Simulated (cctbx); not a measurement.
# Occupancies in CdGa8Bi2

Cell a = 4.3800 Å, b = 4.3800 Å, c = 11.2610 Å, α = 90.00°, β = 90.00°, γ = 90.00°; space group P4/mmm (no. 123); nominal formula CdGa8Bi2.

The data are simulated with cctbx, not measured: Cu Kα, λ = 1.54184 Å, to d = 0.8 Å, 50 % of the full sphere, strongest reflection 40000 counts, noise from counting, a 4 % proportional error and a noise floor of 8 counts (s.d.); no absorption.

With every site full:

```text
Rint 0.031, 173 unique reflections to 0.80 A
cycle     R1     wR2    GooF  max shift (A)
   1  0.1508  0.3991  15.752   0.00705
   2  0.0534  0.1484   5.857   0.00021
final R1 0.0537 wR2 0.1484 GooF 5.856  parameters 15  data/parameter 11.5
atom        x        y        z      Ueq    occ   su(xyz)  su(Uiso or U11)
Bi1    0.00000  0.00000  0.30131   0.0074  1.000  0.00014  0.0008
Cd1    0.00000  0.00000  0.00000   0.0390  1.000  0.00000  0.0022
Ga1    0.50000  0.50000  0.30267   0.0146  1.000  0.00053  0.0019
Ga2    0.00000  0.50000  0.50000   0.0143  1.000  0.00000  0.0028
Ga3    0.00000  0.50000  0.11954   0.0161  1.000  0.00050  0.0020
difference map: max 4.48 min -9.39 rms 0.85
Q1    0.0000  0.0000  0.2918    2    4.61  0.11 A from Bi1
Q2    0.0000  0.0000  0.1041    2    2.47  1.17 A from Cd1
Q3    0.0000  0.5000  0.5000    2    2.23  0.00 A from Ga2
Q4    0.0000  0.4296  0.0936    8    2.16  0.42 A from Ga3
Q5    0.5000  0.5000  0.5000    1    1.99  2.19 A from Ga2
Q6    0.1250  0.5000  0.1167    8    1.54  0.55 A from Ga3
```

With the occupancies of the suspect sites free, each still typed as its main element:

```text
Rint 0.031, 173 unique reflections to 0.80 A
cycle     R1     wR2    GooF  max shift (A)
   1  0.1240  0.3647  14.437   0.00274
  10  0.0107  0.0227   0.898   0.00004
final R1 0.0107 wR2 0.0226 GooF 0.897  parameters 16  data/parameter 10.8
atom        x        y        z      Ueq    occ   su(xyz)  su(Uiso or U11)
Bi1    0.00000  0.00000  0.30122   0.0094  1.000  0.00002  0.0001
Cd1    0.00000  0.00000  0.00000   0.0126  0.595  0.00000  0.0004
Ga1    0.50000  0.50000  0.30242   0.0172  1.000  0.00008  0.0003
Ga2    0.00000  0.50000  0.50000   0.0164  1.000  0.00000  0.0004
Ga3    0.00000  0.50000  0.11880   0.0188  1.000  0.00007  0.0003
su of occupancy Cd1: 0.004
difference map: max 0.78 min -0.66 rms 0.16
Q1    0.0000  0.2405  0.0000    4    0.79  1.05 A from Cd1
Q2    0.0000  0.5000  0.2479    4    0.56  1.45 A from Ga3
Q3    0.2283  0.5000  0.0000    4    0.56  1.67 A from Ga3
Q4    0.2205  0.5000  0.3027    8    0.50  1.22 A from Ga1
Q5    0.1146  0.1146  0.5000    4    0.49  1.76 A from Ga2
Q6    0.0000  0.2181  0.1164    8    0.48  1.24 A from Ga3
```

**Question.** What is the disorder?

X-rays count electrons. Cd1 refines to 0.595(0.004), or 28.6 electrons; the site truly holds 0.6 Cd, 28.8 electrons, which is 0.600 of Cd. A value under 1 can't tell vacancies from a lighter guest, and one over 1 needs a heavier guest; chemistry or a second radiation must settle which. Occupancy correlates with U and the scale, so the match is approximate.

Freeing them takes R1 from 0.0537 to 0.0107 and GooF from 5.86 to 0.90.

This is a model crystal, built by substitution and not relaxed, with assumed displacement parameters.

[Middle refinement cycles are left out of these outputs.]

[Logs are printed without paths, hosts, clocks, repeated set-up lines and the standing remarks that a program may print on its own settings, such as how far it seeks lower states.]
